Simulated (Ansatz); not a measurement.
# Y on Zr(0001): change of the work function, part 5 of 6

Aim: the work function of Zr(0001) at several coverages of Y (hcp site), and the dipole that each adsorbate carries.

Ansatz 0.2.0; plane-wave DFT, PBE, Ansatz PAW.

So far, work function, upper face (eV): step 2 (the clean slab) 4.17; step 3 (the covered slab, k-mesh 4×4×1, coverage 0.111 ML) 3.18; step 4 (adsorbate added, k-mesh 6×6×1, coverage 0.25 ML) 2.57; step 6 (the slab at 0.25 ML, atoms frozen) 2.57; step 7 (the substrate of the 0.25 ML cell alone) 4.08.

### Step 10. Varying the input: scf.lower_state_search = "light"

This step: plane-wave DFT, PBE, Ansatz PAW (Ansatz 0.2.0).

System of this step: Y/Zr(0001). The cell holds 17 atoms: 16 Zr and 1 Y. Its edges and angles: a = 6.460 Å, b = 6.460 Å, c = 29.028 Å, α = 90.0°, β = 90.0°, γ = 60.0°. Vacuum lies along c.

A run with a changed input: it repeats the earlier run at 0.25 ML with scf.lower_state_search to light; its output block differs too.

Input file input.yaml:

```yaml
crystal:
  lattice:
    - [6.46, 0.0, 0.0]
    - [3.23, 5.5945241084, 0.0]
    - [0.0, 0.0, 29.0284678542]
  atoms:
    - { symbol: Zr, position: [0.3333333333, 0.3333333333, 0.3100404763] }
    - { symbol: Zr, position: [0.0, 0.0, 0.3986670967] }
    - { symbol: Zr, position: [0.3333333333, 0.3333333333, 0.4906967864] }
    - { symbol: Zr, position: [0.0, 0.0, 0.5746176813] }
    - { symbol: Zr, position: [0.3333333333, 0.8333333333, 0.3100404763] }
    - { symbol: Zr, position: [0.0, 0.5, 0.3986670967] }
    - { symbol: Zr, position: [0.3333333333, 0.8333333333, 0.4906967864] }
    - { symbol: Zr, position: [0.0, 0.5, 0.5746176813] }
    - { symbol: Zr, position: [0.8333333333, 0.3333333333, 0.3100404763] }
    - { symbol: Zr, position: [0.5, 0.0, 0.3986670967] }
    - { symbol: Zr, position: [0.8333333333, 0.3333333333, 0.4906967864] }
    - { symbol: Zr, position: [0.5, 0.0, 0.5746176813] }
    - { symbol: Zr, position: [0.8333333333, 0.8333333333, 0.3100404763] }
    - { symbol: Zr, position: [0.5, 0.5, 0.3986670967] }
    - { symbol: Zr, position: [0.8333333333, 0.8333333333, 0.4906967864] }
    - { symbol: Zr, position: [0.5, 0.5, 0.5746176813] }
    - { symbol: "Y", position: [0.3333333333, 0.3333333333, 0.6899595237] }
kpoints:
  mp_grid: { grid: [6, 6, 1] }
hamiltonian:
  xc: pbe
scf:
  occupations: { method: fermi_dirac, width: 0.1 }
  convergence: { dr2_threshold: 1.0e-08 }
  lower_state_search: light
efield:
  axis: 3
  dipole_correction: true
  ramp_position: 0.97
  ramp_width: 0.06
relax:
  f_tol: 0.02
  max_steps: 60
  constraints: [{ sites: [0, 1, 4, 5, 8, 9, 12, 13] }]
output:
  bader: true
  dos: { projected: true, e_range: [-8, 4] }
  write_potential: true
  write_density: true
  volumetric_format: npy
```

Started as:

```console
$ ansatz run input.yaml --threads 4 --pin off --max-ram 12288MiB --backend cpu --events-out ev --progress --plain --runs-dir out
```

Numbers of over 12 decimals in the logs are rounded to 6 here.

Log:

```text
[...]
Crystal: 17 atoms, lattice volume = 1049.107 Å³
Basis set: ecut = 420 eV, 20497 PW (Γ), exchange–correlation on 90×90×400 points (8 copies of the dense FFT grid, shifted against one another)
Bands: 122, of which v1, the nominal top of the filled ones, is band 102 counted from 1 (101 counted from 0)
Symmetry: 6 space group operations
[...]
k-points: 7 of 36 (time reversal used)
[...]
SCF iter   1: F=—  HF=-70782.407794 eV  |F-HF|=—  |Δ(HF+E_count)|=         —  Δρ=1.71e-2  dr2=1.01e2  ethr=1.77e-3  p=0.470 e·Å  D=8.11e-2 V/Å  ΔV_dip=-2.35 eV  dr2_dipole=6.95e1  V_vac-E_F(+/−)=1.91/4.27 eV  ⟨swp⟩=11.3  Hψ=4206  notcnv=0
[...]
SCF iter  12: F=-70781.488184 eV  HF=-70781.488184 eV  |F-HF|=4.89e-9  |Δ(HF+E_count)|=   3.06e-9  Δρ=3.30e-7  dr2=5.01e-9  ethr=4.93e-12  p=0.289 e·Å  D=4.98e-2 V/Å  ΔV_dip=-1.44 eV  dr2_dipole=1.72e-9  V_vac-E_F(+/−)=2.73/4.18 eV  ⟨swp⟩=11.1  Hψ=6616  notcnv=0
SCF 1 converged in 12 iterations: F = -70781.488184 eV  dr2 = 5.01e-9
[...]
relax step   1: F+E_penalty+E_count = -70781.48818408 eV  Δ(F+E_penalty+E_count) = +0.000e0 eV  max|allowed force component| = 1.973e0 eV/Å  Δτ_max = 0.0000 Å  (12 SCF iters, accepted)
[...]
SCF iter  10: F=-70782.056363 eV  HF=-70782.056363 eV  |F-HF|=1.18e-9  |Δ(HF+E_count)|=   9.42e-9  Δρ=3.03e-7  dr2=2.31e-9  ethr=1.00e-12  p=0.328 e·Å  D=5.66e-2 V/Å  ΔV_dip=-1.64 eV  dr2_dipole=2.13e-15  V_vac-E_F(+/−)=2.53/4.18 eV  ⟨swp⟩=11.0  Hψ=6466  notcnv=0
SCF 2 converged in 10 iterations: F = -70782.056363 eV  dr2 = 2.31e-9
[...]
relax step   2: F+E_penalty+E_count = -70782.05636344 eV  Δ(F+E_penalty+E_count) = -5.682e-1 eV  max|allowed force component| = 1.975e0 eV/Å  Δτ_max = 0.1948 Å  (10 SCF iters, accepted)
[...]
SCF iter   9: F=-70782.478955 eV  HF=-70782.478955 eV  |F-HF|=9.90e-10  |Δ(HF+E_count)|=   2.95e-8  Δρ=4.54e-7  dr2=5.72e-9  ethr=4.93e-12  p=0.344 e·Å  D=5.93e-2 V/Å  ΔV_dip=-1.72 eV  dr2_dipole=1.14e-10  V_vac-E_F(+/−)=2.46/4.18 eV  ⟨swp⟩=11.3  Hψ=6606  notcnv=0
SCF 3 converged in 9 iterations: F = -70782.478955 eV  dr2 = 5.72e-9
relax step   3: F+E_penalty+E_count = -70782.47895492 eV  Δ(F+E_penalty+E_count) = -4.226e-1 eV  max|allowed force component| = 1.540e0 eV/Å  Δτ_max = 0.1955 Å  (9 SCF iters, accepted)
[...]
relax step   4: F+E_penalty+E_count = -70782.74681758 eV  Δ(F+E_penalty+E_count) = -2.679e-1 eV  max|allowed force component| = 7.209e-1 eV/Å  Δτ_max = 0.1947 Å  (9 SCF iters, accepted)
[...]
relax step   5: F+E_penalty+E_count = -70782.85757150 eV  Δ(F+E_penalty+E_count) = -1.108e-1 eV  max|allowed force component| = 3.383e-1 eV/Å  Δτ_max = 0.1971 Å  (10 SCF iters, accepted)
[...]
relax step   6: F+E_penalty+E_count = -70782.87292534 eV  Δ(F+E_penalty+E_count) = -1.535e-2 eV  max|allowed force component| = 7.015e-2 eV/Å  Δτ_max = 0.0418 Å  (8 SCF iters, accepted)
SCF iter   1: F=—  HF=-70782.874744 eV  |F-HF|=—  |Δ(HF+E_count)|=         —  Δρ=2.62e-4  dr2=4.30e-3  ethr=5.96e-5  p=0.324 e·Å  D=5.58e-2 V/Å  ΔV_dip=-1.62 eV  dr2_dipole=1.33e-3  V_vac-E_F(+/−)=2.57/4.19 eV  ⟨swp⟩=2.6  Hψ=1306  notcnv=0
[...]
SCF iter   7: F=-70782.873538 eV  HF=-70782.873538 eV  |F-HF|=4.13e-9  |Δ(HF+E_count)|=   8.15e-9  Δρ=2.94e-7  dr2=1.62e-9  ethr=4.93e-12  p=0.323 e·Å  D=5.57e-2 V/Å  ΔV_dip=-1.62 eV  dr2_dipole=1.31e-10  V_vac-E_F(+/−)=2.57/4.19 eV  ⟨swp⟩=10.0  Hψ=6209  notcnv=0
SCF 7 converged in 7 iterations: F = -70782.873538 eV  dr2 = 1.62e-9
relax step   7: F+E_penalty+E_count = -70782.87353757 eV  Δ(F+E_penalty+E_count) = -6.122e-4 eV  max|allowed force component| = 8.321e-3 eV/Å  Δτ_max = 0.0129 Å  (7 SCF iters, accepted)
[...]
SCF converged after 7 iterations
Free energy (F): -70782.873538 eV
[...]
Internal energy: -70782.046852 eV  (E = F + TS)
E sigma→0 (E₀):  -70782.460195 eV
Entropy (-TS):   -0.826685 eV (-48.629 meV/atom)
Fermi energy:    3.291868 eV
Dipole field:    D = 0.055678 V/Å  (p = 0.322805 e·Å, saw-weighted, corrected)
Work function:   Φ+ = 2.5715 eV   Φ− = 4.1878 eV
[...]
--- Forces (eV/Å), atoms counted from 1 ---
  atom   1  Zr     0.00000000    -0.00000000     0.37553297
  atom   2  Zr    -0.00000000     0.00000000    -0.13230245
  atom   3  Zr     0.00000000    -0.00000000     0.00832088
  atom   4  Zr     0.00000000    -0.00000000     0.00800668
  atom   5  Zr     0.00149052    -0.00086055     0.44676289
  atom   6  Zr    -0.10364201     0.05983774    -0.53016347
  atom   7  Zr    -0.00006715     0.00003877    -0.00119717
  atom   8  Zr     0.00016190    -0.00009347    -0.00335077
  atom   9  Zr     0.00000000     0.00172110     0.44676289
  atom  10  Zr    -0.00000000    -0.11967549    -0.53016347
  atom  11  Zr     0.00000000    -0.00007754    -0.00119717
  atom  12  Zr     0.00000000     0.00018695    -0.00335077
  atom  13  Zr    -0.00149052    -0.00086055     0.44676289
  atom  14  Zr     0.10364201     0.05983774    -0.53016347
  atom  15  Zr     0.00006715     0.00003877    -0.00119717
  atom  16  Zr    -0.00016190    -0.00009347    -0.00335077
  atom  17  Y      0.00000000     0.00000000     0.00430734
  max |Σ_I F_I| component: 1.99e-5 eV/Å
--- Band table (eV; the first three rows and the last of 7) ---
  k-point 0: bands = [... 98 lower, 3.7156, 3.7156, 3.7535, 3.8234, 3.9051, 3.9115, 3.9115, 4.1069, ... 16 higher]
  k-point 1: bands = [... 98 lower, 3.5731, 3.5890, 3.6128, 3.6468, 3.6979, 3.8048, 3.8319, 3.8935, ... 16 higher]
  k-point 2: bands = [... 98 lower, 3.1320, 3.2568, 3.2798, 3.3170, 3.4007, 3.5029, 3.5328, 3.5674, ... 16 higher]
  k-point 6: bands = [... 98 lower, 2.7688, 2.8188, 2.8644, 2.8716, 3.0988, 3.1244, 3.3341, 3.4345, ... 16 higher]
--- Relaxed structure (7 steps of the walk, 7 accepted, 0 SCFs on fresh bases) ---
  F+E_penalty+E_count = -70782.87353757 eV   max|allowed force component| = 8.321e-3 eV/Å
  atoms:
    - { symbol: Zr, position: [0.333333, 0.333333, 0.310040] }
    - { symbol: Zr, position: [1.632680918509386e-17, 1.6326809185093863e-17, 0.398667] }
    - { symbol: Zr, position: [0.333333, 0.333333, 0.484925] }
    - { symbol: Zr, position: [1.9830223816531712e-17, 1.6326809185093863e-17, 0.585151] }
    - { symbol: Zr, position: [0.333333, 0.833333, 0.310040] }
    - { symbol: Zr, position: [0.0, 0.500000, 0.398667] }
    - { symbol: Zr, position: [0.327357, 0.836322, 0.491594] }
    - { symbol: Zr, position: [0.015080, 0.492460, 0.573711] }
    - { symbol: Zr, position: [0.833333, 0.333333, 0.310040] }
    - { symbol: Zr, position: [0.500000, 1.6326809185093863e-17, 0.398667] }
    - { symbol: Zr, position: [0.836322, 0.327357, 0.491594] }
    - { symbol: Zr, position: [0.492460, 0.015080, 0.573711] }
    - { symbol: Zr, position: [0.833333, 0.833333, 0.310040] }
    - { symbol: Zr, position: [0.5, 0.500000, 0.398667] }
    - { symbol: Zr, position: [0.836322, 0.836322, 0.491594] }
    - { symbol: Zr, position: [0.492460, 0.492460, 0.573711] }
    - { symbol: Y, position: [0.333333, 0.333333, 0.661615] }
--- Bader charges: 17 sites ---
  site symbol  charge [e]  shift [e]
     0     Zr     -0.0707     0.0000
     1     Zr      0.0404     0.0000
     2     Zr     -0.0107     0.0000
     3     Zr      0.1697     0.0000
     4     Zr     -0.0668     0.0000
     5     Zr      0.0869     0.0000
     6     Zr      0.0747     0.0000
     7     Zr     -0.2768     0.0000
     8     Zr     -0.0668     0.0000
     9     Zr      0.0868     0.0000
    10     Zr      0.0747     0.0000
    11     Zr     -0.2771     0.0000
    12     Zr     -0.0668     0.0000
    13     Zr      0.0868     0.0000
    14     Zr      0.0747     0.0000
    15     Zr     -0.2770     0.0000
    16      Y      0.4182     0.0000
  estimated error of the sums over rays = 9.1e-4 e
```

The job ended after 4 min (4 threads of Arm Neoverse V1, shared host; peak memory 3 GiB; 16 min of CPU time).

The steps of the relaxation:

| step | energy less that of the first step (eV) | largest force component (eV/Å) |
| --- | --- | --- |
| 1 | 0.0000 | 1.9726 |
| 2 | -0.5682 | 1.9746 |
| 3 | -0.9908 | 1.5398 |
| 4 | -1.2586 | 0.7209 |
| 5 | -1.3694 | 0.3383 |
| 6 | -1.3847 | 0.0702 |
| 7 | -1.3854 | 0.0083 |

The run keeps the 6 symmetry operations that it works with, so distortions that break them were not tested.

The atoms that moved most (Å):

| atom | dx | dy | dz | length |
| --- | --- | --- | --- | --- |
| Y17 | 0.000 | 0.000 | -0.823 | 0.823 |
| Zr4 | 0.000 | 0.000 | 0.306 | 0.306 |
| Zr3 | 0.000 | 0.000 | -0.168 | 0.168 |
| Zr12 | 0.000 | 0.084 | -0.026 | 0.088 |
| Zr8 | 0.073 | -0.042 | -0.026 | 0.088 |
| Zr16 | -0.073 | -0.042 | -0.026 | 0.088 |
| Zr15 | 0.029 | 0.017 | 0.026 | 0.042 |
| Zr11 | 0.000 | -0.033 | 0.026 | 0.042 |

Final coordinates:

```cif
data_structure
_symmetry_space_group_name_H-M 'P 1'
_symmetry_Int_Tables_number 1
_cell_length_a 6.4600
_cell_length_b 6.4600
_cell_length_c 29.0285
_cell_angle_alpha 90.000
_cell_angle_beta 90.000
_cell_angle_gamma 60.000
_cell_volume 1049.11
loop_
_atom_site_label
_atom_site_type_symbol
_atom_site_fract_x
_atom_site_fract_y
_atom_site_fract_z
_atom_site_occupancy
Zr1 Zr 0.33333 0.33333 0.31004 1
Zr2 Zr 0.00000 0.00000 0.39867 1
Zr3 Zr 0.33333 0.33333 0.48492 1
Zr4 Zr 0.00000 0.00000 0.58515 1
Zr5 Zr 0.33333 0.83333 0.31004 1
Zr6 Zr 0.00000 0.50000 0.39867 1
Zr7 Zr 0.32736 0.83632 0.49159 1
Zr8 Zr 0.01508 0.49246 0.57371 1
Zr9 Zr 0.83333 0.33333 0.31004 1
Zr10 Zr 0.50000 0.00000 0.39867 1
Zr11 Zr 0.83632 0.32736 0.49159 1
Zr12 Zr 0.49246 0.01508 0.57371 1
Zr13 Zr 0.83333 0.83333 0.31004 1
Zr14 Zr 0.50000 0.50000 0.39867 1
Zr15 Zr 0.83632 0.83632 0.49159 1
Zr16 Zr 0.49246 0.49246 0.57371 1
Y17 Y 0.33333 0.33333 0.66161 1
```

Numbers from this step:

```yaml
energy_at_zero_smearing: -70782.4602 eV
work_function_upper_face: 2.572 eV
work_function_lower_face: 4.188 eV
dipole_along_the_normal: 0.3228 e·Å
step_between_the_vacuum_levels: -1.616 eV
```

The density of states has structure finer than the step of the table below, so its rows give means over 0.2 eV, whole bins alone (the curve runs from -8 to 0.99 eV). Peaks (eV: height): -1.29: 53.7, -0.99: 63.7, -0.78: 58.3, -0.36: 39.9, -0.18: 45.7, 0.30: 48.8, 0.93: 49.4.

Table of density of states by energy, zero at the Fermi level; means over each step:

| energy (eV) | density of states (states/eV a cell) |
| --- | --- |
| -5.4 | 0 |
| -5.2 | 0.283 |
| -5.0 | 1.14 |
| -4.8 | 1.13 |
| -4.6 | 1.22 |
| -4.4 | 1.42 |
| -4.2 | 2.57 |
| -4.0 | 3.32 |
| -3.8 | 2.60 |
| -3.6 | 2.80 |
| -3.4 | 3.43 |
| -3.2 | 7.22 |
| -3.0 | 3.28 |
| -2.8 | 9.76 |
| -2.6 | 15.2 |
| -2.4 | 17.2 |
| -2.2 | 19.5 |
| -2.0 | 22.4 |
| -1.8 | 19.8 |
| -1.6 | 15.9 |
| -1.4 | 22.1 |
| -1.2 | 24.7 |
| -1.0 | 29.3 |
| -0.8 | 31.6 |
| -0.6 | 13.4 |
| -0.4 | 25.0 |
| -0.2 | 29.7 |
| 0.0 | 19.9 |
| 0.2 | 25.5 |
| 0.4 | 30.2 |
| 0.6 | 31.3 |
| 0.8 | 30.8 |

Projected DOS per atom over height of the atomic layer and energy from the Fermi level. Layers: Zr4 Zr4 Zr4 Zr4 Y from below.

Values in states/eV, 22 rows by 5 columns, each cell a mean:
```
1.93 1.80 1.67 1.72 3.56
2.33 1.28 1.27 1.63 2.45
2.12 1.08 1.11 1.28 1.36
1.35 0.95 0.98 1.27 1.68
1.68 1.67 1.47 1.62 1.14
1.22 1.14 1.21 1.64 1.56
0.96 1.06 1.09 1.20 0.65
1.22 1.46 1.47 1.17 0.30
0.77 1.16 1.22 0.79 0.29
0.42 0.55 0.59 0.44 0.17
0.33 0.36 0.36 0.33 0.11
0.16 0.17 0.17 0.17 0.04
0.15 0.19 0.19 0.16 0.04
0.05 0.11 0.11 0.05 0.01
0.04 0.10 0.10 0.04 0.01
0.00 0.01 0.01 0.00 0.00
0.00 0.00 0.00 0.00 0.00
0.00 0.00 0.00 0.00 0.00
0.00 0.00 0.00 0.00 0.00
0.00 0.00 0.00 0.00 0.00
0.00 0.00 0.00 0.00 0.00
0.00 0.00 0.00 0.00 0.00
```
Columns: height of the atomic layer (Å) from 9 to 19.2; rows upwards: energy from the Fermi level (eV) from -7.96 to 0.945.

| quantity | this run | earlier run | difference |
| --- | --- | --- | --- |
| work function, upper face (eV) | 2.572 | 2.572 | 0 |
| work function, lower face (eV) | 4.188 | 4.188 | 0 |
| dipole along the normal (e·Å) | 0.3228 | 0.3228 | 0 |

Nothing in the table moves by 0.01 in its unit (for the dipole 0.5 % and 5e-5 e·Å).

(Continued in part 6 of 6.)

[Logs are printed without paths, hosts, clocks, repeated set-up lines and the standing remarks that a program may print on its own settings, such as how far it seeks lower states.]

[Hosts, paths, dates, database ids (printed as entryN), source tags and the programs' standing remarks are cut or masked in the printed files.]

[Maps of the electrostatic potential energy from Ansatz leave out the sawtooth potential of an applied field or a dipole correction, so their vacuum need not be flat; planar profiles and work functions include it.]

[The density of states shown here was stored with 400 of the rows of the run's finer table, so its peaks can read low, often by over a quarter, or be missed, and its means over a window can be off by a tenth or more.]
